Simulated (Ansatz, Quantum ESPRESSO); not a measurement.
# Re(0001), 6 layers: vacuum level and surface dipole, part 4 of 6

Wanted: work functions and the surface dipole of Re(0001), 6 layers at several levels, with their cost.

Quantum ESPRESSO 7.5; plane-wave DFT, PBE, GBRV ultrasoft pseudopotentials; geometry and cross-check by Ansatz 0.2.0 with PAW datasets.

So far. Step 8 (SCF with pw.x: open boundaries by the effective …): The upper level is 4.962 eV against 4.962 eV from the periodic run.

## Step 9: Ground state: PBEsol, PseudoDojo norm-conserving

The geometry stays; functional or pseudopotentials change.

Level of this step: plane-wave DFT, PBEsol, PseudoDojo norm-conserving pseudopotentials (Quantum ESPRESSO 7.5).

dojo-pbesol.in

```
&control
  prefix = 'dojo-pbesol'
  outdir = './out'
  pseudo_dir = './pseudo'
  calculation = 'scf'
  tprnfor = .true.
/
&system
  ibrav = 0
  nat = 6
  ntyp = 1
  ecutwfc = 60
  ecutrho = 240
  occupations = 'smearing'
  smearing = 'mv'
  degauss = 0.02
/
&electrons
  conv_thr = 1e-07
  mixing_beta = 0.4
  electron_maxstep = 120
  mixing_mode = 'local-TF'
/
ATOMIC_SPECIES
  Re  186.2070  Re.dojo-sr-pbesol-0.4.1-standard.upf
CELL_PARAMETERS angstrom
  2.75999999997399 0.00000000000000 0.00000000000000
  1.37999999998699 2.39023011442253 0.00000000000000
  0.00000000000000 0.00000000000000 27.14350000000000
ATOMIC_POSITIONS crystal
  Re  0.666666666667 0.666666666667 0.295414158358
  Re  0.000000000000 -0.000000000000 0.373453959527
  Re  0.666666666667 0.666666666667 0.458945972300
  Re  0.000000000000 0.000000000000 0.541054027700
  Re  0.666666666667 0.666666666667 0.626546113835
  Re  0.000000000000 -0.000000000000 0.704585855862
K_POINTS automatic
  12 12 1 0 0 0
```

Launch:

```sh
> OMP_NUM_THREADS=1 mpirun -n 4 pw.x -nk 4 -in dojo-pbesol.in > dojo-pbesol.out
```

The program printed:

```text
[banner, memory and clock lines left out]
Program PWSCF v.7.5 starts
[citation notice left out]

[...]
Message from routine setup:
[...]
bravais-lattice index     =            0
     lattice parameter (alat)  =       5.2156  a.u.
     unit-cell volume          =    1208.4015 (a.u.)^3
     number of atoms/cell      =            6
     number of atomic types    =            1
     number of electrons       =        90.00
     number of Kohn-Sham states=           54
     kinetic-energy cutoff     =      60.0000  Ry
     charge density cutoff     =     240.0000  Ry
     scf convergence threshold =      1.0E-07
     mixing beta               =       0.4000
     number of iterations used =            8  local-TF  mixing
     Exchange-correlation= PBESOL
                           (   1   4  10   8   0   0   0)

[...]
PseudoPot. # 1 for Re read from file:
     ./pseudo/Re.dojo-sr-pbesol-0.4.1-standard.upf
     Pseudo is Norm-conserving + core correction, Zval = 15.0
     Generated using ONCVPSP code by D. R. Hamann
     Using radial grid of 1362 points,  8 beta functions with:
                l(1) =   0
                l(2) =   0
                l(3) =   1
                l(4) =   1
                l(5) =   2
                l(6) =   2
                l(7) =   3
                l(8) =   3

     atomic species   valence    mass     pseudopotential
     Re               15.00   186.20700     Re( 1.00)

     12 Sym. Ops., with inversion, found ( 6 have fractional translation)

[...]
number of k points=    19  Marzari-Vanderbilt smearing, width (Ry)=  0.0200
[...]
Dense  grid:    75703 G-vectors     FFT dimensions: (  27,  27, 256)

     Initial potential from superposition of free atoms

     starting charge      89.9983, renormalised to      90.0000

     negative rho (up, down):  7.608E-05 0.000E+00
     Starting wfcs are   60 randomized atomic wfcs

     per-process dynamical memory:   112.4 Mb

     Self-consistent Calculation

     iteration #  1     ecut=    60.00 Ry     beta= 0.40
     Davidson diagonalization with overlap
     ethr =  1.00E-02,  avg # of iterations =  2.9

     total energy              =   -1041.25590295 Ry
     estimated scf accuracy    <       1.40343287 Ry

     iteration #  2     ecut=    60.00 Ry     beta= 0.40
[...]
total energy              =   -1041.18525719 Ry
     estimated scf accuracy    <       0.56360710 Ry

     iteration #  3     ecut=    60.00 Ry     beta= 0.40
[...]
total energy              =   -1041.20631103 Ry
     estimated scf accuracy    <       0.04046914 Ry

     iteration #  4     ecut=    60.00 Ry     beta= 0.40
[...]
total energy              =   -1041.21112828 Ry
     estimated scf accuracy    <       0.01607791 Ry

     iteration #  5     ecut=    60.00 Ry     beta= 0.40
[...]
total energy              =   -1041.21263309 Ry
     estimated scf accuracy    <       0.00821322 Ry

     iteration #  6     ecut=    60.00 Ry     beta= 0.40
[...]
total energy              =   -1041.20935259 Ry
     estimated scf accuracy    <       0.00935068 Ry

[...]
iteration # 12     ecut=    60.00 Ry     beta= 0.40
[...]
negative rho (up, down):  2.922E-04 0.000E+00

[...]
total energy              =   -1041.20980856 Ry
     estimated scf accuracy    <       0.00006226 Ry

     iteration # 13     ecut=    60.00 Ry     beta= 0.40
[...]
negative rho (up, down):  1.245E-04 0.000E+00

[...]
total energy              =   -1041.20982268 Ry
     estimated scf accuracy    <       0.00001297 Ry

     iteration # 14     ecut=    60.00 Ry     beta= 0.40
[...]
negative rho (up, down):  1.332E-05 0.000E+00

[...]
total energy              =   -1041.20982521 Ry
     estimated scf accuracy    <       0.00000023 Ry

     iteration # 15     ecut=    60.00 Ry     beta= 0.40
[...]
End of self-consistent calculation

          k = 0.0000 0.0000 0.0000 (  9451 PWs)   bands (ev):

   -70.5393 -70.5233 -70.4996 -70.4548 -70.3852 -70.3848 -32.9266 -32.8205
   -32.5841 -32.1683 -31.9214 -31.9214 -31.9176 -31.9065 -31.9065 -31.8618
   -31.8618 -31.8154 -31.7896 -31.7896 -31.6969 -31.6969 -31.6963 -31.6963
    -0.2134   0.4539   1.4818   2.4592   2.7489   2.7787   6.8701   7.1942
     7.5956   7.5956   7.6932   7.6932   7.6996   7.7104   7.7104   7.7319
     7.9928   7.9928   8.1163   8.2711   8.2711   8.4680   8.4680   9.5203
     9.9853   9.9853   9.9982  10.6069  10.6069  11.3967

          k = 0.0000 0.0962 0.0000 (  9541 PWs)   bands (ev):

   -70.5329 -70.5172 -70.4942 -70.4509 -70.3814 -70.3809 -32.9035 -32.8037
   -32.5793 -32.1918 -31.9946 -31.9813 -31.9403 -31.9243 -31.9220 -31.9022
   -31.8776 -31.8345 -31.8252 -31.8014 -31.7514 -31.7418 -31.7088 -31.7080
     0.0683   0.7284   1.7533   2.7439   3.0366   3.0539   6.5736   7.0620
     7.2334   7.2583   7.2836   7.6192   7.7633   7.8132   7.9079   7.9408
     8.0231   8.1032   8.1939   8.2373   8.4735   8.5044   8.6867   9.2358
     9.2803   9.8441   9.9016  10.5026  10.5498  11.3163

[...]
the Fermi energy is     9.2963 ev

!    total energy              =   -1041.20982536 Ry
     estimated scf accuracy    <       0.00000005 Ry
     smearing contrib. (-TS)   =       0.00263691 Ry
     internal energy E=F+TS    =   -1041.21246227 Ry

     The total energy is F=E-TS. E is the sum of the following terms:
     one-electron contribution =   -9692.65337113 Ry
     hartree contribution      =    4858.34123919 Ry
     xc contribution           =    -206.20892047 Ry
     ewald contribution        =    3999.30859014 Ry

     convergence has been achieved in  15 iterations

     Forces acting on atoms (cartesian axes, Ry/au):

     atom    1 type  1   force =     0.00000000    0.00000000    0.01914870
     atom    2 type  1   force =    -0.00000000   -0.00000000   -0.00300412
     atom    3 type  1   force =     0.00000000    0.00000000    0.01632458
     atom    4 type  1   force =    -0.00000000   -0.00000000   -0.01632458
     atom    5 type  1   force =     0.00000000    0.00000000    0.00300412
     atom    6 type  1   force =     0.00000000    0.00000000   -0.01914870

     Total force =     0.035838     Total SCF correction =     0.000712

[...]
```

It took 86 s on 4 MPI ranks of Intel Xeon Platinum 8488C (Sapphire Rapids), shared host; peak memory 0.75 GiB; 5.7 min of CPU time.

Read from the output:

```
free energy  : -14166.3814 eV
Fermi energy : 9.296 eV
```

## Step 10: Potential by pp.x

dojo-pbesol.pot.in

```
&inputpp
  prefix = 'dojo-pbesol'
  outdir = './out'
  filplot = 'dojo-pbesol.pot.dat'
  plot_num = 11
/
```

Launch:

```sh
> OMP_NUM_THREADS=1 mpirun -n 4 pp.x -in dojo-pbesol.pot.in > dojo-pbesol.pot.out
```

It took 2 s on 4 MPI ranks; peak memory 0.1 GiB; 3.8 s of CPU time.

This step gave:

| Quantity | Value |
| --- | --- |
| work function of the upper face | 5.077 eV |
| slope of the potential above | 3.99e-4 eV/Å |
| upper vacuum line continued to the top atoms, over the Fermi level | 5.075 eV |
| work function of the lower face | 5.077 eV |
| slope of the potential below | -2.24e-4 eV/Å |
| lower vacuum line continued to the bottom atoms, over the Fermi level | 5.076 eV |

The upper face goes from 4.962 eV (PBE, GBRV) to 5.077 eV, a change of +0.115 eV.

## Step 11: SCF with pw.x: Wu-Cohen, GBRV ultrasoft

Level of this step: plane-wave DFT, Wu-Cohen, GBRV ultrasoft pseudopotentials made under PBE (Quantum ESPRESSO 7.5). input_dft overrides the functional of the files.

gbrv-wc.in is the input of step 9 with these lines changed:

```diff
@@ -1,3 +1,3 @@
 &control
-  prefix = 'dojo-pbesol'
+  prefix = 'gbrv-wc'
   outdir = './out'
@@ -11,4 +11,5 @@
   ntyp = 1
-  ecutwfc = 60
-  ecutrho = 240
+  ecutwfc = 40
+  ecutrho = 200
+  input_dft = 'wc'
   occupations = 'smearing'
@@ -24,3 +25,3 @@
 ATOMIC_SPECIES
-  Re  186.2070  Re.dojo-sr-pbesol-0.4.1-standard.upf
+  Re  186.2070  re_pbe_v1.2.uspp.F.UPF
 CELL_PARAMETERS angstrom
```

Launch:

```sh
> OMP_NUM_THREADS=1 mpirun -n 4 pw.x -nk 4 -in gbrv-wc.in > gbrv-wc.out
```

The program printed:

```text
[banner, memory and clock lines left out]
Program PWSCF v.7.5 starts
[citation notice left out]

[...]
Message from routine setup:
[...]
bravais-lattice index     =            0
     lattice parameter (alat)  =       5.2156  a.u.
     unit-cell volume          =    1208.4015 (a.u.)^3
     number of atoms/cell      =            6
     number of atomic types    =            1
     number of electrons       =        90.00
     number of Kohn-Sham states=           54
     kinetic-energy cutoff     =      40.0000  Ry
     charge density cutoff     =     200.0000  Ry
     scf convergence threshold =      1.0E-07
     mixing beta               =       0.4000
     number of iterations used =            8  local-TF  mixing
     Exchange-correlation= WC
                           (   1   4  11   4   0   0   0)

[...]
PseudoPot. # 1 for Re read from file:
     ./pseudo/re_pbe_v1.2.uspp.F.UPF
     Pseudo is Ultrasoft + core correction, Zval = 15.0
     Generated by new atomic code, or converted to UPF format
     Using radial grid of  981 points,  8 beta functions with:
                l(1) =   0
                l(2) =   0
                l(3) =   1
                l(4) =   1
                l(5) =   2
                l(6) =   2
                l(7) =   3
                l(8) =   3
     Q(r) pseudized with  8 coefficients,  rinner =    1.150   1.150   1.150
                                                       1.150   1.150   1.150
                                                       1.150

     atomic species   valence    mass     pseudopotential
     Re               15.00   186.20700     Re( 1.00)

     12 Sym. Ops., with inversion, found ( 6 have fractional translation)

[...]
number of k points=    19  Marzari-Vanderbilt smearing, width (Ry)=  0.0200
[...]
Dense  grid:    57765 G-vectors     FFT dimensions: (  24,  24, 240)

     Smooth grid:    41343 G-vectors     FFT dimensions: (  24,  24, 216)

     Initial potential from superposition of free atoms

     starting charge      86.9997, renormalised to      90.0000

     negative rho (up, down):  7.843E-01 0.000E+00
     Starting wfcs are   78 randomized atomic wfcs

     per-process dynamical memory:    75.0 Mb

     Self-consistent Calculation

     iteration #  1     ecut=    40.00 Ry     beta= 0.40
     Davidson diagonalization with overlap
     ethr =  1.00E-02,  avg # of iterations =  2.0

     negative rho (up, down):  7.822E-01 0.000E+00

     total energy              =   -1143.27490620 Ry
     estimated scf accuracy    <       1.18094129 Ry

     iteration #  2     ecut=    40.00 Ry     beta= 0.40
[...]
negative rho (up, down):  7.885E-01 0.000E+00

[...]
total energy              =   -1142.81444222 Ry
     estimated scf accuracy    <       0.65760169 Ry

     iteration #  3     ecut=    40.00 Ry     beta= 0.40
[...]
negative rho (up, down):  7.898E-01 0.000E+00

[...]
total energy              =   -1143.01603318 Ry
     estimated scf accuracy    <       0.09005663 Ry

     iteration #  4     ecut=    40.00 Ry     beta= 0.40
[...]
negative rho (up, down):  7.905E-01 0.000E+00

[...]
total energy              =   -1143.03837656 Ry
     estimated scf accuracy    <       0.01443095 Ry

     iteration #  5     ecut=    40.00 Ry     beta= 0.40
[...]
negative rho (up, down):  7.919E-01 0.000E+00

[...]
total energy              =   -1143.03916816 Ry
     estimated scf accuracy    <       0.00191833 Ry

     iteration #  6     ecut=    40.00 Ry     beta= 0.40
[...]
negative rho (up, down):  7.921E-01 0.000E+00

[...]
total energy              =   -1143.03970581 Ry
     estimated scf accuracy    <       0.00018015 Ry

[...]
iteration # 12     ecut=    40.00 Ry     beta= 0.40
[...]
negative rho (up, down):  7.914E-01 0.000E+00

[...]
total energy              =   -1143.03968380 Ry
     estimated scf accuracy    <       0.00000206 Ry

     iteration # 13     ecut=    40.00 Ry     beta= 0.40
[...]
negative rho (up, down):  7.913E-01 0.000E+00

[...]
total energy              =   -1143.03968436 Ry
     estimated scf accuracy    <       0.00000138 Ry

     iteration # 14     ecut=    40.00 Ry     beta= 0.40
[...]
negative rho (up, down):  7.914E-01 0.000E+00

[...]
total energy              =   -1143.03968467 Ry
     estimated scf accuracy    <       0.00000046 Ry

     iteration # 15     ecut=    40.00 Ry     beta= 0.40
[...]
negative rho (up, down):  7.914E-01 0.000E+00

[...]
End of self-consistent calculation

          k = 0.0000 0.0000 0.0000 (  5095 PWs)   bands (ev):

   -70.2946 -70.2798 -70.2545 -70.2079 -70.1366 -70.1362 -32.7388 -32.6327
   -32.3929 -31.9743 -31.7274 -31.7274 -31.7237 -31.7133 -31.7133 -31.6665
   -31.6665 -31.6202 -31.5930 -31.5930 -31.4995 -31.4995 -31.4988 -31.4988
    -0.0672   0.5996   1.6268   2.6002   2.8829   2.9095   7.0024   7.3194
     7.7183   7.7183   7.8163   7.8163   7.8270   7.8340   7.8340   7.8552
     8.1168   8.1168   8.2557   8.3950   8.3950   8.5912   8.5912   9.6683
    10.1093  10.1093  10.1565  10.7314  10.7314  11.5227

          k = 0.0000 0.0962 0.0000 (  5165 PWs)   bands (ev):

   -70.2881 -70.2737 -70.2491 -70.2040 -70.1327 -70.1323 -32.7157 -32.6158
   -32.3881 -31.9982 -31.8017 -31.7875 -31.7464 -31.7312 -31.7278 -31.7072
   -31.6824 -31.6396 -31.6296 -31.6049 -31.5544 -31.5450 -31.5115 -31.5108
     0.2150   0.8746   1.8988   2.8857   3.1711   3.1852   6.7035   7.1866
     7.3628   7.3829   7.4067   7.7461   7.8878   7.9361   8.0315   8.0641
     8.1479   8.2282   8.3178   8.3620   8.5974   8.6361   8.8098   9.3748
     9.4220   9.9683  10.0312  10.6271  10.6756  11.4420

[...]
the Fermi energy is     9.4273 ev

!    total energy              =   -1143.03968469 Ry
     estimated scf accuracy    <       0.00000002 Ry
     smearing contrib. (-TS)   =       0.00268724 Ry
     internal energy E=F+TS    =   -1143.04237194 Ry

     The total energy is F=E-TS. E is the sum of the following terms:
     one-electron contribution =   -9681.87070786 Ry
     hartree contribution      =    4854.03162790 Ry
     xc contribution           =    -314.51188211 Ry
     ewald contribution        =    3999.30859014 Ry

     convergence has been achieved in  15 iterations

     negative rho (up, down):  7.914E-01 0.000E+00

     Forces acting on atoms (cartesian axes, Ry/au):

     atom    1 type  1   force =     0.00000000    0.00000000    0.01379413
     atom    2 type  1   force =    -0.00000000    0.00000000   -0.00189194
     atom    3 type  1   force =     0.00000000    0.00000000    0.01647246
     atom    4 type  1   force =     0.00000000   -0.00000000   -0.01647246
     atom    5 type  1   force =     0.00000000    0.00000000    0.00189194
     atom    6 type  1   force =    -0.00000000   -0.00000000   -0.01379413

     Total force =     0.030502     Total SCF correction =     0.001031

[...]
```

Elapsed: 56 s, on 4 MPI ranks; peak memory 0.57 GiB.

Read from the output:

| Quantity | Value |
| --- | --- |
| free energy | -15551.8472 eV |
| Fermi energy | 9.427 eV |

## Step 12: Electrostatic potential

gbrv-wc.pot.in

```
&inputpp
  prefix = 'gbrv-wc'
  outdir = './out'
  filplot = 'gbrv-wc.pot.dat'
  plot_num = 11
/
```

Launch:

```sh
> OMP_NUM_THREADS=1 mpirun -n 4 pp.x -in gbrv-wc.pot.in > gbrv-wc.pot.out
```

It took 2.2 s on 4 MPI ranks; peak memory 0.69 GiB.

This step gave:

| Quantity | Value |
| --- | --- |
| work function of the upper face | 5.057 eV |
| slope of the potential above | 5.09e-4 eV/Å |
| upper vacuum line continued to the top atoms, over the Fermi level | 5.054 eV |
| work function of the lower face | 5.057 eV |
| slope of the potential below | -3.06e-4 eV/Å |
| lower vacuum line continued to the bottom atoms, over the Fermi level | 5.055 eV |

The upper face goes from 4.962 eV (PBE, GBRV) to 5.057 eV, a change of +0.095 eV.

[end of part 4 of 6]

[Logs are printed without paths, hosts, clocks, repeated set-up lines and the standing remarks that a program may print on its own settings, such as how far it seeks lower states.]

[Hosts, paths, dates, database ids (printed as entryN), source tags and the programs' standing remarks are cut or masked in the printed files.]

[Maps of the electrostatic potential energy from Ansatz leave out the sawtooth potential of an applied field or a dipole correction, so their vacuum need not be flat; planar profiles and work functions include it.]
